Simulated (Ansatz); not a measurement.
# Elastic response of a frame of glassy nearly rigid 60TiO2-40SiO2 (mol %) from 1500 K (141 atoms), part 2 of 2

How stiff is a frame of glassy nearly rigid 60TiO2-40SiO2 (mol %) from 1500 K (141 atoms)?

Ansatz 0.2.0; Kohn-Sham DFT, PBE, PAW (set soft_1), plane waves.

The cell: 28 Ti, 19 Si and 94 O. The starting topology of bonds comes from the classical model. Only the Γ point is sampled.

So far. Step 2 (Single point at the start): The r.m.s. force at the start is 2.1 eV/Å. Step 3 (Cell and atoms relaxed): The relaxation converged after 16 steps, with a largest force component of 0.031 eV/Å.

### Step 5. Volume -3 %

The relaxed cell is scaled evenly and the atoms are relaxed again; the stress at the end gives one point of P(V).

The input, input.yaml:

```yaml
crystal:
  lattice:
    - [12.61251, 0.06995, 0.23512]
    - [0.06995, 12.82226, -0.00735]
    - [0.23512, -0.00735, 12.77638]
  atoms:
    [... the 141 atom lines of step 4 ...]
kpoints:
  mp_grid: { grid: [1, 1, 1] }
hamiltonian:
  xc: pbe
  pseudopotentials: { kind: paw, azcp: { folder: soft_1 } }
scf:
  occupations: { method: fixed }
output:
  forces: true
  eigenvalues: true
  stress: true
relax:
  f_tol: 0.05
  max_steps: 70
```

Run with:

```console
$ ansatz run input.yaml --threads 4 --pin off --max-ram 8192MiB --backend cpu --events-out ev --progress --plain --runs-dir out
```

Numbers of over 12 decimals in the logs are rounded to 6 here.

Log:

```text
Warning: output.stress: scf.convergence.dr2_threshold = 1e-7 eV (the SCF's general default) is looser than the 1.08e-8 eV advised for a printed stress (1e-10 eV for each atom of the cell: 141, of which 108 are counted). What an SCF threshold leaves in a stress goes as its square root, and in the free energy as the threshold itself, and one threshold admits the most on a small cell: [...]
[...]
Crystal: 141 atoms, lattice volume = 2065.435 Å³
Basis set: ecut = 420 eV, 40377 PW (Γ), exchange–correlation on 180×180×180 points (8 copies of the dense FFT grid, shifted against one another)
Bands: 629, of which v1, the nominal top of the filled ones, is band 488 counted from 1 (487 counted from 0)
Symmetry: 1 space group operations
[...]
k-points: 1
[...]
SCF iter   1: F=—  HF=-135640.952068 eV  |F-HF|=—  |Δ(HF+E_count)|=         —  Δρ=8.22e-2  dr2=2.42e2  ethr=3.10e-3  ⟨swp⟩=4.0  Hψ=2008  notcnv=0  defer=136
[...]
SCF iter  13: F=-135578.302769 eV  HF=-135578.302766 eV  |F-HF|=3.80e-6  |Δ(HF+E_count)|=   2.55e-5  Δρ=2.51e-5  dr2=2.16e-5  ethr=6.40e-9  ⟨swp⟩=11.0  Hψ=3714  notcnv=0
SCF 1 converged in 13 iterations: F = -135578.302769 eV  dr2 = 2.16e-5
[...]
relax step   1: F+E_penalty+E_count = -135578.30276934 eV  Δ(F+E_penalty+E_count) = +0.000e0 eV  max|allowed force component| = 4.924e-1 eV/Å  Δτ_max = 0.0000 Å  (13 SCF iters, dr2 threshold 6.25e-5 eV, accepted)
[...]
relax step   2: F+E_penalty+E_count = -135578.71830604 eV  Δ(F+E_penalty+E_count) = -4.155e-1 eV  max|allowed force component| = 3.073e-1 eV/Å  Δτ_max = 0.0652 Å  (8 SCF iters, dr2 threshold 1.52e-5 eV, accepted)
[...]
relax step   3: F+E_penalty+E_count = -135578.91513858 eV  Δ(F+E_penalty+E_count) = -1.968e-1 eV  max|allowed force component| = 1.380e-1 eV/Å  Δτ_max = 0.0675 Å  (9 SCF iters, dr2 threshold 5.90e-6 eV, accepted)
relax step   4: F+E_penalty+E_count = -135578.93703879 eV  Δ(F+E_penalty+E_count) = -2.190e-2 eV  max|allowed force component| = 1.248e-1 eV/Å  Δτ_max = 0.0176 Å  (7 SCF iters, dr2 threshold 3.84e-6 eV, accepted)
relax step   5: F+E_penalty+E_count = -135578.92938045 eV  Δ(F+E_penalty+E_count) = +7.658e-3 eV  max|allowed force component| = 3.049e-1 eV/Å  Δτ_max = 0.1107 Å  (9 SCF iters, dr2 threshold 3.14e-6 eV, rejected (line search))
relax step   6: F+E_penalty+E_count = -135578.96097348 eV  Δ(F+E_penalty+E_count) = -2.393e-2 eV  max|allowed force component| = 5.811e-2 eV/Å  Δτ_max = 0.0538 Å  (11 SCF iters, accepted)
relax step   7: F+E_penalty+E_count = -135578.95978978 eV  Δ(F+E_penalty+E_count) = +1.184e-3 eV  max|allowed force component| = 1.084e-1 eV/Å  Δτ_max = 0.1000 Å  (11 SCF iters, rejected (line search))
[...]
relax step   8: F+E_penalty+E_count = -135578.96851508 eV  Δ(F+E_penalty+E_count) = -7.542e-3 eV  max|allowed force component| = 4.356e-2 eV/Å  Δτ_max = 0.0492 Å  (10 SCF iters, accepted)
SCF converged after 10 iterations
Free energy (F): -135578.968515 eV
[...]
Internal energy: -135578.968515 eV  (E = F + TS)
E sigma→0 (E₀):  -135578.968515 eV
Fermi energy:    3.273675 eV
[...]
--- Forces (eV/Å), atoms counted from 1 ---
  atom   1  Ti    -0.02771516     0.01429939    -0.01327233
  atom   2  Ti     0.01984691    -0.01142187    -0.00254209
  atom   3  Ti     0.01353824     0.00000436     0.00009254
  atom   4  Ti    -0.01927423     0.00888119     0.01478686
  atom   5  Ti    -0.00086043    -0.00577525    -0.00778932
  atom   6  Ti    -0.00547981     0.01030425    -0.00708587
  atom   7  Ti     0.01396157     0.01827357    -0.01684984
  atom   8  Ti     0.00925793     0.00559269    -0.00079589
  atom   9  Ti     0.00575175    -0.00118317    -0.00527904
  atom  10  Ti    -0.00121692     0.00189461    -0.00356069
  atom  11  Ti     0.00080036    -0.01025319    -0.00359664
  atom  12  Ti     0.00380747    -0.00671382    -0.01183396
  atom  13  Ti     0.01207065     0.00220933     0.00853309
  atom  14  Ti     0.03132151     0.00578289     0.02871453
[...]
atom 140  O     -0.00375416     0.00352641     0.00531981
  atom 141  O      0.00252401    -0.00049310    -0.00895791
  max |Σ_I F_I| component: 7.28e-5 eV/Å
--- Stress (GPa, compression-positive) ---
        1.494266       0.046017       0.010777
        0.046016       1.365492       0.046063
        0.010776       0.046063       1.426056
  P = ⅓ Tr σ = 1.4286 GPa (14.286 kbar)
--- Band table (eV) ---
[...]
--- Relaxed structure (8 steps of the walk, 6 accepted, 0 SCFs on fresh bases) ---
  F+E_penalty+E_count = -135578.96851508 eV   max|allowed force component| = 4.356e-2 eV/Å
  atoms:
    - { symbol: Ti, position: [0.511616, 0.930676, 0.816886] }
    - { symbol: Ti, position: [0.808823, 0.686423, 0.694796] }
    - { symbol: Ti, position: [0.485946, 0.130775, 0.096665] }
    - { symbol: Ti, position: [0.321921, 0.861598, 0.314675] }
[...]
- { symbol: O, position: [0.424235, 0.00567668, 0.095304] }
```

Wall time 8.1 min (4 threads of Arm Neoverse V1, shared host); peak memory 3.4 GiB; 32 min of CPU time.

The program notes that the SCF threshold is loose for the stress.

The relaxation converged after 8 steps, 0.666 eV below its start, with a largest force component of 0.044 eV/Å.

Volume -3 %: the energy stands 0.290 eV above that of the reference, at a pressure of 1.43 GPa.

### Step 6. Volume +3 %

The relaxed cell is scaled to another volume.

Input and log are left out; they have the form of those shown for this kind of step.

It took 9.2 min on 4 threads of Arm Neoverse V1, shared host; peak memory 3.5 GiB.

The relaxation converged after 9 steps, 0.586 eV below its start, with a largest force component of 0.025 eV/Å.

Volume +3 %: the energy stands 0.268 eV above that of the reference, at a pressure of -1.29 GPa.

### Step 7. Volume -6 %

The relaxed cell is scaled to another volume.

Input and log are left out; they have the form of those shown for this kind of step.

Elapsed: 9.6 min, on 4 threads of Arm Neoverse V1, shared host; peak memory 3.3 GiB.

The relaxation was stopped at its limit after 9 steps, 2.88 eV below its start, with a largest force component of 0.21 eV/Å.

Volume -6 %: the energy stands 1.14 eV above that of the reference.

### Step 8. Pressure against volume

Atoms are relaxed at each volume, in the scaled cell.

```csv
volume change (%),volume (Å³/atom),energy change (meV/atom),pressure (GPa),largest move on relaxing (Å),bonds,gap (eV)
-3,14.648,2.06,1.43,0.17,196,2.59
+0,15.102,0.00,0.01,-,196,2.54
+3,15.555,1.90,-1.29,0.14,195,2.51
```

### Step 9. Findings

The bulk modulus, from the slope of pressure against ln V over the three points nearest the relaxed volume, is 45.3 GPa. The count of bonds runs from 195 to 196 over the series, so at some points contacts cross the cutoffs. The gap goes from 2.59 eV at the smallest volume to 2.51 eV at the largest, -1.3 eV per unit of ln V by a straight line, on the run's k-points.

**Limits.** The reference ran with fermi-dirac smearing of 0.129 eV, but 2 of the 2 strained cells with fixed occupations. Strains are finite and relaxations stop at the force tolerance of the input, which can leave moduli too stiff; they are those of a static cell at zero temperature. Volumes are changed with the cell's shape held, so in an anisotropic solid the modulus lies over the one under free hydrostatic load. The program notes that the SCF threshold of the relaxations is loose for the stress.

The DFT runs together took 49 min of wall time.

[Logs are printed without paths, hosts, clocks, repeated set-up lines and the standing remarks that a program may print on its own settings, such as how far it seeks lower states.]

[Hosts, paths, dates, database ids (printed as entryN), source tags and the programs' standing remarks are cut or masked in the printed files.]
